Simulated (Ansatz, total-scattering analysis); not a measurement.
# B2O3: neutron weights and totals by hand

A simulated model of B2O3 at 1500 K, fixed volume (mean pressure -2.1 GPa), from ab initio molecular dynamics with Ansatz (PBE, plane waves, PAW default files, Langevin thermostat, no spin, fixed volume). The average runs over 0.92 ps of 70 atoms, so shells between rare elements are rough. Mean temperature 1446 K, largest m.s.d. 0.68 Å², energy drift -4 meV an atom (last third less first, no steady trend), Langevin friction 10 ps⁻¹; the first quarter of the run is discarded. Start: last frame of a classical run of this cell at the same density and temperature. So short a stretch relaxes bonds and nearest shells but still remembers its start. It is a melt by its history, in a run too short to show flow. Atom fractions B 0.4000, O 0.6000; masses B 10.810, O 15.999 u; density 1.5500 g/cm³; coherent lengths B 6.65, O 5.8037 fm (B as ¹¹B). Faber–Ziman partials at a few Q:

| Q (Å⁻¹) | S O–O | S B–O | S B–B |
| --- | --- | --- | --- |
| 1.40 | 0.612 | 2.589 | 0.635 |
| 2.20 | 0.342 | 1.967 | 0.757 |
| 4.70 | 0.690 | 1.106 | 0.812 |

The pair function g(BO), r in Å, every 0.06 Å up to its first minimum: 1.17 0.02, 1.23 0.62, 1.29 6.32, 1.35 15.63, 1.41 16.08, 1.47 8.03, 1.53 2.83, 1.59 0.77, 1.65 0.27, 1.71 0.08, 1.77 0.01.

**Tasks.** (a) The number density. (b) The neutron weights. (c) The neutron S(Q) at the listed Q. (d) The Bhatia–Thornton terms S_NN and S_CC there. (e) The number of O around B.

(a) The mean mass is 0.4000×10.810 + 0.6000×15.999 = 13.923 u, so ρ₀ = 1.5500/(13.923 × 1.66054) = 0.06704 Å⁻³.

(b) ⟨b⟩ = 0.4000×6.65 + 0.6000×5.8037 = 6.142 fm. The weight of a pair is ci cj bi bj (2 − δij)/⟨b⟩²: O–O 0.321, B–O 0.491, B–B 0.188; they sum to 1.000.

(c) S = 1 + Σ w (Sij − 1). At 1.40 Å⁻¹: 1 − 0.125 + 0.780 − 0.068 = 1.587; B–O pushes up most; O–O pulls down most. At 2.20 Å⁻¹: 1 − 0.211 + 0.475 − 0.046 = 1.218; B–O pushes up most; O–O pulls down most. At 4.70 Å⁻¹: 1 − 0.100 + 0.052 − 0.035 = 0.917; B–O pushes up most; O–O pulls down most.

(d) S_NN = c₁²S₁₁ + c₂²S₂₂ + 2c₁c₂S₁₂ and S_CC = c₁c₂[1 + c₁c₂(S₁₁ + S₂₂ − 2S₁₂)], with 1 = B: 1.40 Å⁻¹: S_NN = 1.56, S_CC/(c₁c₂) = 0.06; 2.20 Å⁻¹: S_NN = 1.19, S_CC/(c₁c₂) = 0.32; 4.70 Å⁻¹: S_NN = 0.91, S_CC/(c₁c₂) = 0.83. A random mixture has S_CC/(c₁c₂) = 1; a value well above it means concentration waves of period 2π/Q: alternation near the main peak or below it, clustering toward Q = 0.

(e) n = 4πρ₀ c(O) Σ r² g Δr. The sum Σ r² g over the listed points is 98.9 Å², so n = 4π × 0.06704 × 0.6000 × 98.9 × 0.06 = 3.00; counting pairs in the frames up to 1.78 Å gives 3.00. By balance, each O has n c(B)/c(O) = 2.00 B.
